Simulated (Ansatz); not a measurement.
## MgO (Periclase, Fm-3m): phonons and vibrational spectra

How does MgO (Periclase, Fm-3m) vibrate, and is this structure a minimum?

Program: Ansatz 0.2.0. Level of theory: DFT LDA, scalar-relativistic, plane waves, PAW; PAW set soft_1. Results are calculated unless marked as measured.

**What experiment says.**

For MgO, rocksalt (bulk crystal), “Infrared Optical Properties of Ferropericlase (Mg1-xFexO): Experiment and Theory” (2007, arxiv:0704.2267) quotes earlier work: lattice constant a (cubic lattice constant) 4.212 Å [literature value, temperature not stated]; ε∞ (high-frequency dielectric constant) 2.95 ± 0.1 at 295 K; infrared mode (TO phonon at Gamma (T1u)) 396.5 cm⁻¹ at 295 K.

For MgO, rocksalt (bulk crystal), “Electronic structure of alkaline earth and post-transition metal oxides” (2009, arxiv:0908.1581) quotes earlier work: band gap (literature experimental gap) 7.83 eV [Literature value based on experiment; other listed experimental values range from 7.7 to …].

This is a report of a sequence of runs, with most program output left out.

The database entry behind the starting cell differs from later determinations by our own check (about 0.1 % long), so it need not match the best structure at ambient conditions.

## 1. Starting point

The structure is cubic, space group Fm-3m (No. 225). The conventional cell has a = 4.217 Å, b = 4.217 Å, c = 4.217 Å, α = 90.00°, β = 90.00°, γ = 90.00°. Nearest to Mg lie 6 O at 2.11 Å. Nearest to O lie 6 Mg at 2.11 Å. Farther neighbours and most contacts between anions are not listed.

## 2. Relaxation

The cell and atoms are relaxed, since residual forces and stress would shift the frequencies.

input.yaml

```yaml
crystal:
  lattice:
    - [0.0, 2.1085, 2.1085]
    - [2.1085, 0.0, 2.1085]
    - [2.1085, 2.1085, 0.0]
  atoms:
    - { symbol: Mg, position: [0.0, 0.0, 0.0] }
    - { symbol: O, position: [0.5, 0.5, 0.5] }
kpoints:
  mp_grid: { grid: [8, 8, 8] }
hamiltonian:
  xc: lda
  pseudopotentials: { kind: paw, azcp: { folder: soft_1 }, xc_functional: pbe }
scf:
  occupations: { method: gaussian, width: 0.02 }
output:
  forces: true
  stress: true
  eigenvalues: true
relax:
  adjacent_minimum: "off"
  f_tol: 0.005
  max_steps: 80
  cell: { stress_tol: 0.05 }
```

Run with:

```console
$ ansatz run input.yaml --threads 4 --pin off --max-ram 10240MiB --backend cpu --events-out ev --progress --plain --runs-dir out
```

Elapsed: 1.4 s, on 4 threads of Arm Neoverse V2, shared host; peak memory 0.27 GiB; 4 s of CPU time.

Step by step:

```
step  energy less that of the first step (eV)  largest force component (eV/Å)  pressure (GPa)  volume (Å³)
   1                                   0.0000                          0.0000           -6.40        18.75
   2                                  -0.0112                          0.0000           -3.73        18.43
   3                                  -0.0174                          0.0000            0.22        18.00
   4                                  -0.0173                          0.0000           -0.01        18.03
  5*                                  -0.0154                          0.0000           -0.21        18.03
   6                                  -0.0155                          0.0000            0.00        18.01
  7*                                  -0.0154                          0.0000           -0.01        18.01
```

Relaxation steps marked * repeat the geometry before them on a plane-wave basis chosen anew for their cell, so energy and pressure can jump there.

Forces are held to the 48 operations that the run works with; a distortion that breaks them can't arise in this run.

```
conventional cell, symmetrised  before  after  change
                         a (Å)   4.217  4.161  -1.3 %
                         b (Å)   4.217  4.161  -1.3 %
                         c (Å)   4.217  4.161  -1.3 %
              volume (Å³/atom)    9.37   9.00  -4.0 %
```

Final coordinates:

```cif
data_structure
_symmetry_space_group_name_H-M 'P 1'
_symmetry_Int_Tables_number 1
_cell_length_a 2.9420
_cell_length_b 2.9420
_cell_length_c 2.9420
_cell_angle_alpha 60.000
_cell_angle_beta 60.000
_cell_angle_gamma 60.000
_cell_volume 18.01
loop_
_atom_site_label
_atom_site_type_symbol
_atom_site_fract_x
_atom_site_fract_y
_atom_site_fract_z
_atom_site_occupancy
Mg1 Mg 0.00000 0.00000 0.00000 1
O2 O 0.50000 0.50000 0.50000 1
```

Numbers from this step:

```yaml
pressure: -0.005393 GPa
gap_on_the_k_mesh: 5.029 eV
volume_per_atom: 9.003 Å³
direct_gap_on_mesh: 5.029 eV
```

In this step the volume went from 9.37 to 9.00 Å³/atom.

## 3. Relaxing to small forces for the phonons

Phonons need a cell at rest on their own settings, so the relaxation is repeated with tight tolerances on forces and stress on the k mesh and occupations of the first response run.

input.yaml, the sections that differ from step 2:

```yaml
crystal:
  lattice:
    - [0.0, 2.0803324556, 2.0803324556]
    - [2.0803324556, 0.0, 2.0803324556]
    - [2.0803324556, 2.0803324556, 0.0]
  atoms:
    - { symbol: Mg, position: [0.0, 0.0, 0.0] }
    - { symbol: O, position: [0.5, 0.5, 0.5] }
scf:
  occupations: { method: fixed }
relax:
  adjacent_minimum: "off"
  f_tol: 0.001
  max_steps: 60
  cell: { stress_tol: 0.01 }
# kpoints, hamiltonian, output: as in step 2
```

The job ended after 0.43 s (4 threads; peak memory 0.26 GiB).

Little changed from the start: no atom moved by 0.005 Å and no cell edge by 0.1 %.

Numbers from this step:

| Property | Result |
| --- | --- |
| pressure | -0.005396 GPa |

The forces vanish by symmetry and the pressure is -0.005 GPa, within the tolerances set. The cell now holds 9.00 Å³/atom.

## 4. Modes at Γ

The zone centre comes first: it holds the modes that light can see, as far as symmetry allows. The response to a homogeneous field gives the Born charges and the dielectric tensor, and its change with displacement the Raman tensors.

Changes to input.yaml since step 3:

```diff
@@ -16,9 +16,7 @@
 output:
-  forces: true
-  stress: true
   eigenvalues: true
-relax:
-  adjacent_minimum: "off"
-  f_tol: 0.001
-  max_steps: 60
-  cell: { stress_tol: 0.01 }
+phonons:
+  method: dfpt
+  dielectric: true
+  rigid_motions: translations
+  raman: true
```

Run time: 26 s. Hardware: 4 threads; peak memory 0.67 GiB; 98 s of CPU time.

This step gave:

| Property | Result |
| --- | --- |
| sum-rule residual before enforcement | 2.13e-4 eV/Å² |
| miss of the charge sum rule | 5.14e-4 e |
| estimated error of the dielectric tensor | 0.006796 |
| estimated error of the Born charges | 0.01084 e |
| point group | m-3m |
| highest optical mode at the zone centre (no LO-TO term) | 407.1 cm⁻¹ |
| lowest optical zone-centre mode | 407.1 cm⁻¹ |
| mean high-frequency dielectric constant | 3.183 |
| largest Born charge (third of the trace) | 1.968 e |
| mean static dielectric constant | 9.804 |
| top of the zone-centre spectrum with the field | 714.4 cm⁻¹ |

Without the LO-TO term. Patterns of degenerate modes are one choice out of their space. The modes at Γ (shares of kinetic energy by element, %):

```
mode  frequency (cm⁻¹)  symmetry  Mg %  O %
   1               0.0  acoustic    60   40
   2               0.0  acoustic    60   40
   3               0.0  acoustic    60   40
   4             407.1       T1u    40   60
   5             407.1       T1u    40   60
   6             407.1       T1u    40   60
```

Displacements in mode 5 (407.1 cm⁻¹), the largest set to 1:
```
Mg1  0.00  0.00 -0.66
O2   0.00  0.00  1.00
```

Optical modes at the zone centre, without and with the macroscopic field of the longitudinal modes; each column is sorted by frequency, so a row need not hold one and the same mode. Modes with and without the field, by row:

```
rank among optical modes  no field (cm⁻¹)  q along (1, 0, 0) (cm⁻¹)
                       1            407.1                     407.1
                       2            407.1                     407.1
                       3            407.1                     714.4
```

Born charge (rows field, columns displacement) (e), principal values of the symmetric part by kind of site:

```
atom  atoms with these values    low  middle   high   mean
 Mg1                        1   1.97    1.97   1.97   1.97
  O2                        1  -1.97   -1.97  -1.97  -1.97
```

In full for Mg1:

```
1.97 0.00 0.00
0.00 1.97 0.00
0.00 0.00 1.97
```

High-frequency dielectric tensor:

```
3.18 0.00 0.00
0.00 3.18 0.00
0.00 0.00 3.18
```

Static dielectric tensor (ions relaxed, fixed cell):

```
9.80 0.00 0.00
0.00 9.80 0.00
0.00 0.00 9.80
```

Transverse modes. Lines of the infrared spectrum (strongest = 100):

```
position (cm⁻¹)  label  relative intensity
            407    T1u                 100
```

Before it was imposed, the acoustic sum rule was missed by 2.1e-4 eV/Å² and the charge sum rule by 5.1e-4 e. Small misses are needed for a sound result but don't prove that mesh and cutoff are converged. The lowest optical mode is real, 407 cm⁻¹.

## 5. Response at finite wavevector

Stability and thermal properties need the whole zone. Linear response on a 4×4×4 q mesh gives force constants as far as a supercell of that size would, and the tensors from the zone-centre run are typed in so that the long-range dipole term is interpolated apart.

input.yaml, the sections that differ from step 4:

```yaml
phonons:
  method: dfpt
  qmesh: [4, 4, 4]
  temperatures: { t_max: 1000, t_step: 50 }
  qpath:
    path:
      - [[0.0, 0.0, 0.0], [0.5, 0.0, 0.5], [0.625, 0.25, 0.625]]
      - [[0.375, 0.375, 0.75], [0.0, 0.0, 0.0], [0.5, 0.5, 0.5], [0.5, 0.25, 0.75], [0.5, 0.0, 0.5]]
    npoints: 10
  non_analytic_term:
    high_frequency_dielectric_tensor: [[3.1833, 0.0, 0.0], [0.0, 3.1833, 0.0], [0.0, 0.0, 3.1833]]
    born_effective_charges:
      - { species: Mg, tensor: [[1.968, 0.0, 0.0], [0.0, 1.968, 0.0], [0.0, 0.0, 1.968]] }
      - { species: O, tensor: [[-1.968, 0.0, 0.0], [0.0, -1.968, 0.0], [0.0, 0.0, -1.968]] }
    source: "zone-centre run at this cell"
# crystal, kpoints, hamiltonian, scf, output: as in step 4
```

The job ended after 17 s (4 threads; peak memory 0.54 GiB).

This step gave:

| Item | Value |
| --- | --- |
| sum-rule residual before enforcement | 1.04e-5 eV/Å² |
| lowest frequency on the path | 0 cm⁻¹ |
| highest frequency on the path or at a solved wavevector | 714.4 cm⁻¹ |
| mean frequency | 402.9 cm⁻¹ |
| Debye temperature (second moment) | 778 K |
| logarithmic mean frequency | 384.5 cm⁻¹ |
| lowest mode on the q mesh (acoustic modes at Γ apart) | 186.9 cm⁻¹ |
| zero-point energy per atom | 74.92 meV |
| heat capacity at 300 K | 18.31 J/(mol atoms K) |
| vibrational entropy at 300 K | 13.40 J/(mol atoms K) |

Frequencies (cm⁻¹) solved at each irreducible wavevector; negative means imaginary. Frequencies by wavevector, by row:

```
q in reciprocal lattice units  star  mode 1  mode 2  mode 3  mode 4  mode 5  mode 6
                        0 0 0     1       0       0       0   407.1   407.1   407.1
                     0 0 0.25     8   186.9   186.9   329.4   396.8   396.8   680.4
                     0 0 -0.5     4   283.4   283.4   369.2   369.2   550.9   574.4
                  0 0.25 0.25     6   218.4   218.4   334.1   431.2   431.2   624.2
                  0 0.25 -0.5    24   284.1   334.6   419.4   445.5   453.7   560.2
                 0 0.25 -0.25    12   273.8   323.1   378.4   418.7   467.7   591.3
                  0 -0.5 -0.5     3   291.8   291.8     431   456.2   456.2   552.7
              0.25 -0.5 -0.25     6   352.1   380.7   380.7     448   505.6   505.6
```

Interpolated from a 4×4×4 q mesh, with the LO-TO term (at Γ the limit along the path; where Γ stands inside the path, tables give the limit on arrival). The phonon branches at the labelled points (cm⁻¹):

```
    point  branch 1  branch 2  branch 3  branch 4  branch 5  branch 6
        Γ         0         0         0       407       407       714
  halfway       218       218       334       431       431       624
        X       292       292       431       456       456       553
  halfway       294       324       425       448       469       546
        U       299       390       406       425       497       528
jump to K       299       390       406       425       497       528
  halfway       220       258       357       381       441       644
        Γ         0         0         0       407       407       714
  halfway       187       187       329       397       397       680
        L       283       283       369       369       551       574
  halfway       300       334       400       448       484       551
        W       352       381       381       448       506       506
  halfway       322       324       419       454       470       540
        X       292       292       431       456       456       553
```

The phonon density of states has structure finer than the step of the table below, so its rows give means over 25 cm⁻¹, whole bins alone (the curve runs from 5 to 715 cm⁻¹). Peaks (cm⁻¹: height): 295.0: 0.0255, 415.0: 0.0355, 545.0: 0.0116.

Tetrahedra on a 28×28×28 mesh, mean over bins of 10 cm-1. Interpolated from a 4×4×4 q mesh. Phonon density of states against wavenumber; means over each step:

```
wavenumber (cm⁻¹)  phonon density of states (1/cm⁻¹/cell)
               25                                  3.3e-5
               50                                  1.5e-4
               75                                  3.5e-4
              100                                  6.5e-4
              125                                 0.00108
              150                                 0.00169
              175                                 0.00253
              200                                 0.00373
              225                                 0.00552
              250                                 0.00851
              275                                  0.0156
              300                                  0.0211
              325                                  0.0123
              350                                 0.00872
              375                                  0.0150
              400                                  0.0267
              425                                  0.0333
              450                                  0.0222
              475                                  0.0129
              500                                 0.00676
              525                                 0.00675
              550                                  0.0105
              575                                 0.00748
              600                                 0.00517
              625                                 0.00406
              650                                 0.00324
              675                                 0.00241
              700                                 0.00130
```

[end of part 1 of 2]

[Logs are printed without paths, hosts, clocks, repeated set-up lines and the standing remarks that a program may print on its own settings, such as how far it seeks lower states.]

[Hosts, paths, dates, database ids (printed as entryN), source tags and the programs' standing remarks are cut or masked in the printed files.]
